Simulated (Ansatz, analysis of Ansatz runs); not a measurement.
# A hop of S in LaS2 (P2_1/c), charge 0, part 3 of 3

Aim: the barrier of one jump in LaS2 (P2_1/c) at charge 0: S_i by the interstitialcy path. The model is a cell of 36 host atoms with 1 S put in; S is the atom that moves.

Ansatz 0.2.0; plane-wave PAW DFT, r2SCAN; nudged elastic band between two relaxed defect structures.

So far. Step 2 (Relaxation of the start point, charge 0): Among the atoms that came to bonding distance: S33–S37 2.06 Å (from 2.34). Step 3 (Relaxation of the end point, charge 0): Among the bonds that opened: S36–S19 2.24 to 3.27 Å; S29–S36 2.30 to 3.38 Å; S31–S36 2.25 to 3.28 Å.

## (4) Nudged elastic band, charge 0 (continued)

Track of the atom that was set to move:

| image | x (Å) | y (Å) | z (Å) | nearest neighbour | distance (Å) |
| --- | --- | --- | --- | --- | --- |
| 0 | 2.385 | 9.784 | 2.606 | S | 2.059 |
| 1 | 3.348 | 9.692 | 1.877 | S | 2.023 |
| 2 | 3.435 | 9.53 | 0.927 | S | 2.285 |
| 3 | 3.689 | 9.851 | 0.191 | S | 2.044 |
| 4 | 3.707 | 10.05 | -0.411 | S | 2.059 |

The band met its tolerance of 0.05 eV/Å after 10 iterations, with image 2 on top (the start counts as 0). S37, which moves farthest between the ends, has 1 S at 2.06 Å nearest at the start and 2 S at 2.28 to 2.37 Å and 1 La at 2.62 Å at the top. In at least one step between neighbouring images a covalent bond changes partner or an atom goes far. The images sample such a step coarsely, so the top may lie higher.

## (5) Single point at the start point, r2SCAN, denser k-mesh

Three single points on a mesh of more k-points (start, top, end) test the sampling. The start is shown; top and end are run alike.

This step: plane-wave PAW DFT, r2SCAN; single point of a defect supercell on a structure of the r2SCAN path.

File q0.start.mesh/input.yaml:

```yaml
crystal:
  lattice:
    - [8.21549913, 0.0, -0.00141922]
    - [0.0, 12.44759763, 0.0]
    - [-0.01047, 0.0, 8.22626608]
  atoms:
    - { symbol: La, position: [0.72004253, 0.09969911, 0.36266266] }
    - { symbol: La, position: [0.27863843, 0.26502174, 0.12649944] }
[... 11 atom lines left out ...]
    - { symbol: La, position: [0.28856023, 0.59551839, 0.13224562] }
    - { symbol: La, position: [0.26877191, 0.55606253, 0.64499276] }
[... 6 atom lines left out ...]
    - { symbol: S, position: [0.64431632, 0.58993133, 0.11685459] }
[... 2 atom lines left out ...]
    - { symbol: La, position: [0.76284739, 0.77436373, 0.34923696] }
    - { symbol: La, position: [0.27306128, 0.94663512, 0.09299425] }
    - { symbol: La, position: [0.28208934, 0.89971967, 0.61175746] }
    - { symbol: La, position: [0.71889157, 0.73946389, 0.8585172] }
    - { symbol: S, position: [0.00138684, 0.79176598, 0.07486429] }
[... 3 atom lines left out ...]
    - { symbol: S, position: [0.45226441, 0.69429462, 0.44878434] }
    - { symbol: S, position: [0.6344385, 0.92541951, 0.11298343] }
[... 1 atom line left out ...]
    - { symbol: S, position: [0.36479223, 0.74766621, 0.87040819] }
    - { symbol: S, position: [0.29071526, 0.78601325, 0.31681785] }
basis:
  ecutwfc: 500
  xc_grid: 2
hamiltonian:
  xc: r2scan
kpoints:
  mp_grid: { grid: [2, 2, 2], shift: [0.5, 0.5, 0.5] }
scf:
  occupations: { method: fixed }
  max_iter: 60
output:
  forces: true
  eigenvalues: true
checkpoint:
  write: "../q0.start.mesh.run"
  compress: false
  write_wavefunctions: false
  write_every: 100000
```

On the command line:

```
$ ansatz run input.yaml --threads 4 --pin off --max-ram 7536MiB --backend cpu --events-out ev --progress --plain --runs-dir out
```

Numbers of over 12 decimals in the logs are rounded to 6 here.

Log:

```text
[...]
Crystal: 37 atoms, lattice volume = 841.244 Å³
Basis set: ecut = 500 eV, 21351 PW (Γ), exchange–correlation on 120×192×120 points (8 copies of the dense FFT grid, shifted against one another)
Bands: 178, of which v1, the nominal top of the filled ones, is band 141 counted from 1 (140 counted from 0)
Symmetry: 1 space group operations
[...]
k-points: 4 of 8 (time reversal used)
[...]
SCF iter   1: F=—  HF=-97896.746545 eV  |F-HF|=—  |Δ(HF+E_count)|=         —  Δρ=8.48e-3  dr2=8.25e-1  dr2_τ=2.45e-1  ethr=1.77e-3  ⟨swp⟩=5.0  Hψ=2847  notcnv=0  defer=134
[...]
SCF iter   3: F=—  HF=-97897.359736 eV  |F-HF|=—  |Δ(HF+E_count)|=   1.70e-2  Δρ=1.04e-3  dr2=6.16e-3  dr2_τ=3.12e-4  ethr=5.56e-5  ⟨swp⟩=4.0  Hψ=1165  notcnv=0  defer=80
[...]
Internal energy: -97897.361342 eV  (E = F + TS)
E sigma→0 (E₀):  -97897.361342 eV
Fermi energy:    8.874985 eV
[...]
--- Forces (eV/Å), atoms counted from 1 ---
  atom   1  La     0.02655165     0.00120129    -0.01762306
  atom   2  La     0.01406302     0.01061409     0.02303113
  [... 11 atoms left out ...]
  atom  14  La     0.00001677    -0.01264436     0.02443680
  [... 7 atoms left out ...]
  atom  22  S      0.01067064     0.00514991     0.01602215
  [... 3 atoms left out ...]
  atom  26  La    -0.01018350    -0.01642980     0.01983836
  atom  27  La    -0.02029557     0.00388917     0.02095705
  atom  28  La    -0.01641338     0.00154177    -0.05390656
  atom  29  S     -0.01397503     0.06048086     0.01434322
  [... 3 atoms left out ...]
  atom  33  S     -0.01301830     0.01865430     0.01081042
  atom  34  S      0.00159919     0.00553136    -0.00264644
  [... 1 atom left out ...]
  atom  36  S     -0.01162008    -0.00854538     0.01255381
  atom  37  S      0.05153580     0.01806729     0.01284648
  max |Σ_I F_I| component: 1.60e-3 eV/Å
--- Band table (eV) ---
[...]
[... further k-points left out ...]
[key lines of the parts left out:]
SCF converged after 9 iterations
Free energy (F): -97897.361342 eV
```

Run time: 49 s. Hardware: 4 threads of Arm Neoverse V1, shared host; peak memory 3.9 GiB; 3.1 min of CPU time.

Read from the output:

```yaml
free_energy: -97897.3613 eV
```

## (6) Barrier from single points, r2SCAN, denser k-mesh

Analysis of the runs above: barrier from r2SCAN single points on the r2SCAN path.

It gives:

```
barrier forward  : 1.094 eV
barrier backward : 1.093 eV
end less start   : 5.86e-4 eV
```

This gives 1.094 eV against the band's 1.105 eV (backward 1.093 against 1.101 eV). This mesh holds only the band's own point and its sign variants, so it tests the average over those and no finer sampling.

## (7) Band with another choice: loose force tolerance

A loose tolerance shows how early the barrier settles.

This step: plane-wave PAW DFT, r2SCAN; nudged elastic band between two relaxed defect structures.

File q0.try0/input.yaml:

```yaml
crystal:
  lattice:
    - [8.21549913, 0.0, -0.00141922]
    - [0.0, 12.44759763, 0.0]
    - [-0.01047, 0.0, 8.22626608]
  atoms:
    - { symbol: La, position: [0.72004253, 0.09969911, 0.36266266] }
    - { symbol: La, position: [0.27863843, 0.26502174, 0.12649944] }
    - { symbol: La, position: [0.28284766, 0.23699233, 0.61605371] }
    - { symbol: La, position: [0.72839944, 0.07304857, 0.85775956] }
    - { symbol: S, position: [0.00356415, 0.12038608, 0.09468102] }
    - { symbol: S, position: [0.99751673, 0.28431077, 0.38890356] }
    - { symbol: S, position: [1.00143245, 0.22062523, 0.88567157] }
    - { symbol: S, position: [0.00674978, 0.05387964, 0.59833099] }
    - { symbol: S, position: [0.36517883, 0.08952544, 0.36151363] }
    - { symbol: S, position: [0.63685445, 0.25478528, 0.12105608] }
    - { symbol: S, position: [0.63873599, 0.24827271, 0.61813263] }
    - { symbol: S, position: [0.37402651, 0.08370863, 0.85027372] }
    - { symbol: La, position: [0.72363924, 0.43139375, 0.36854504] }
    - { symbol: La, position: [0.28856023, 0.59551839, 0.13224562] }
    - { symbol: La, position: [0.26877191, 0.55606253, 0.64499276] }
    - { symbol: La, position: [0.73042374, 0.40233648, 0.87161983] }
    - { symbol: S, position: [0.00921521, 0.44793827, 0.10861034] }
    - { symbol: S, position: [1.00457852, 0.6089809, 0.39196148] }
    - { symbol: S, position: [1.00491941, 0.54888235, 0.90175474] }
    - { symbol: S, position: [0.00310893, 0.37886089, 0.60284683] }
    - { symbol: S, position: [0.36840079, 0.4163581, 0.37425772] }
    - { symbol: S, position: [0.64431632, 0.58993133, 0.11685459] }
    - { symbol: S, position: [0.64264076, 0.56762397, 0.63898641] }
    - { symbol: S, position: [0.37219749, 0.40773089, 0.87842906] }
    - { symbol: La, position: [0.76284739, 0.77436373, 0.34923696] }
    - { symbol: La, position: [0.27306128, 0.94663512, 0.09299425] }
    - { symbol: La, position: [0.28208934, 0.89971967, 0.61175746] }
    - { symbol: La, position: [0.71889157, 0.73946389, 0.8585172] }
    - { symbol: S, position: [0.00138684, 0.79176598, 0.07486429] }
    - { symbol: S, position: [0.99983892, 0.9609567, 0.38396824] }
    - { symbol: S, position: [0.9937552, 0.89217773, 0.8681676] }
    - { symbol: S, position: [0.00801471, 0.71477203, 0.59676002] }
    - { symbol: S, position: [0.45226441, 0.69429462, 0.44878434] }
    - { symbol: S, position: [0.6344385, 0.92541951, 0.11298343] }
    - { symbol: S, position: [0.63917452, 0.9152331, 0.60788684] }
    - { symbol: S, position: [0.36479223, 0.74766621, 0.87040819] }
    - { symbol: S, position: [0.29071526, 0.78601325, 0.31681785] }
basis:
  ecutwfc: 500
  xc_grid: 2
hamiltonian:
  xc: r2scan
kpoints:
  mp_grid: { grid: [1, 1, 1], shift: [0.25, 0.25, 0.25] }
scf:
  occupations: { method: fixed }
  max_iter: 60
output:
  forces: true
neb:
  images: 3
  f_tol: 0.15
  climbing: true
  initial_path: idpp
  max_iterations: 30
  order_check: false
  final_atoms:
    - { symbol: La, position: [0.73000687, 0.10016192, 0.37159647] }
    - { symbol: La, position: [0.28144218, 0.26551259, 0.11706033] }
[... 11 atom lines left out ...]
    - { symbol: La, position: [0.2809699, 0.60253659, 0.11260209] }
    - { symbol: La, position: [0.27233262, 0.5555376, 0.59379446] }
[... 6 atom lines left out ...]
    - { symbol: S, position: [0.63842608, 0.5870707, 0.10874102] }
[... 2 atom lines left out ...]
    - { symbol: La, position: [0.71784726, 0.76285093, 0.35976964] }
    - { symbol: La, position: [0.26721461, 0.94599038, 0.14569483] }
    - { symbol: La, position: [0.28869006, 0.90701765, 0.63383136] }
    - { symbol: La, position: [0.76210649, 0.72852512, 0.85067133] }
    - { symbol: S, position: [0.00727907, 0.7864519, 0.09743877] }
[... 3 atom lines left out ...]
    - { symbol: S, position: [0.36371639, 0.75473685, 0.37182662] }
    - { symbol: S, position: [0.64257283, 0.93408001, 0.13916624] }
[... 1 atom line left out ...]
    - { symbol: S, position: [0.28928364, 0.71625932, 0.81799494] }
    - { symbol: S, position: [0.45110137, 0.80767124, -0.04990637] }
```

Log:

```text
[...]
parallel-image band execution: 3 concurrent image workers
NEB image 0
Crystal: 37 atoms, lattice volume = 841.244 Å³
Basis set: ecut = 500 eV, 21351 PW (Γ), exchange–correlation on 120×192×120 points (8 copies of the dense FFT grid, shifted against one another)
Bands: 178, of which v1, the nominal top of the filled ones, is band 141 counted from 1 (140 counted from 0)
Symmetry: 1 space group operations
k-points: 1
[...]
SCF iter   1: F=-97896.922978 eV  HF=-97896.707985 eV  |F-HF|=2.15e-1  |Δ(HF+E_count)|=         —  Δρ=8.49e-3  dr2=8.30e-1  dr2_τ=2.45e-1  ethr=1.77e-3  ⟨swp⟩=5.0  Hψ=679  notcnv=0  defer=33
[...]
SCF iter   9: F=-97897.323461 eV  HF=-97897.323461 eV  |F-HF|=6.98e-10  |Δ(HF+E_count)|=   7.04e-9  Δρ=7.72e-7  dr2=7.32e-9  dr2_τ=2.42e-10  ethr=3.55e-11  ⟨swp⟩=4.0  Hψ=532  notcnv=0
SCF 1 converged in 9 iterations: F = -97897.323461 eV  dr2 = 7.32e-9
[...]
NEB image 4
[...]
SCF 2 converged in 9 iterations: F = -97897.319956 eV  dr2 = 7.01e-9
[...]
NEB end point (image 0): max|allowed force component| = 1.405e-2 eV/Å (the criterion of neb.relax_end_points is 3.000e-2)
NEB end point (image 4): max|allowed force component| = 1.351e-2 eV/Å (the criterion of neb.relax_end_points is 3.000e-2)
NEB image 1
[...]
SCF 3 converged in 9 iterations: F = -97895.915631 eV  dr2 = 1.03e-8
NEB image 2
[...]
1    1.3983      0.738818                          7.215e-2
  *   2    2.7959      1.105701                          6.933e-2
      3    3.7560      0.512041                          3.123e-2
      4    4.7164      0.003505                                 —
  climbing-image geometry (image 2):
  cell:  # Å, volume = 841.2443 Å³
    - [8.21549913, 0.0, -0.00141922]
    - [0.0, 12.44759763, 0.0]
    - [-0.01047, 0.0, 8.22626608]
  atoms:
    - { symbol: La, position: [0.728286, 0.102412, 0.368621] }
    - { symbol: La, position: [0.281091, 0.264263, 0.121224] }
    - { symbol: La, position: [0.276997, 0.238971, 0.624471] }
    - { symbol: La, position: [0.723409, 0.073499, 0.866833] }
    - { symbol: S, position: [0.000602, 0.127325, 0.096191] }
    - { symbol: S, position: [1.000595, 0.284313, 0.385823] }
    - { symbol: S, position: [0.998350, 0.221305, 0.882780] }
    - { symbol: S, position: [0.005688, 0.056048, 0.607596] }
    - { symbol: S, position: [0.367073, 0.093418, 0.377168] }
    - { symbol: S, position: [0.635163, 0.255237, 0.119555] }
    - { symbol: S, position: [0.633468, 0.247515, 0.621199] }
    - { symbol: S, position: [0.364752, 0.082717, 0.870104] }
    - { symbol: La, position: [0.725323, 0.429158, 0.362142] }
    - { symbol: La, position: [0.278637, 0.576274, 0.113646] }
    - { symbol: La, position: [0.277118, 0.564136, 0.616193] }
    - { symbol: La, position: [0.723426, 0.402208, 0.863240] }
[...]
- { symbol: La, position: [0.729810, 0.769566, 0.356530] }
    - { symbol: La, position: [0.252035, 0.953127, 0.135742] }
    - { symbol: La, position: [0.282878, 0.911201, 0.629811] }
    - { symbol: La, position: [0.730732, 0.731295, 0.859013] }
[...]
- { symbol: S, position: [0.652165, 0.946699, 0.134595] }
    - { symbol: S, position: [0.641097, 0.912962, 0.622609] }
    - { symbol: S, position: [0.376503, 0.734699, 0.832490] }
    - { symbol: S, position: [0.419019, 0.765901, 0.114952] }
[key lines of the parts left out:]
SCF converged after 2 iterations
Free energy (F): -97896.217760 eV
Fermi energy:    8.841690 eV
```

Wall time 7.8 min (4 threads); peak memory 3.9 GiB; 24 min of CPU time.

The run converged with other settings, drawn as a test and not checked for convergence; the results below rest on the first set.

What was changed: loose force tolerance.

Its highest image lies 1.11 eV above the start; the sound band gave 1.10 eV.

Here the change did no harm: 1.106 eV against the band's 1.105 eV.

## (8) What came out

```yaml
barrier_forward: 1.10 eV (in doubt, see below)
barrier_backward: 1.10 eV
end_less_start: 0.00 eV
hop_length: 3.30 Å
band_iterations_as_the_log_counts_them: 10
barrier_from_single_points_r2scan_denser_k_mesh: 1.09 eV (in doubt, see below)
```

What this shows: The top of the band lies 1.10 eV above the start and 1.10 eV above the end. In at least one step between neighbouring images a covalent bond changes partner or an atom goes far. The images sample such a step coarsely, so the top may lie higher. The order of the top as a saddle was not checked for all atoms, so a bent path could be lower. Keep in mind: one k-point off the zone centre stands for the whole zone; periodic copies of the defect are only 8.2 Å apart; spin–orbit coupling, which can matter with heavy atoms, is left out.

[Logs are printed without paths, hosts, clocks, repeated set-up lines and the standing remarks that a program may print on its own settings, such as how far it seeks lower states.]

[Hosts, paths, dates, database ids (printed as entryN), source tags and the programs' standing remarks are cut or masked in the printed files.]
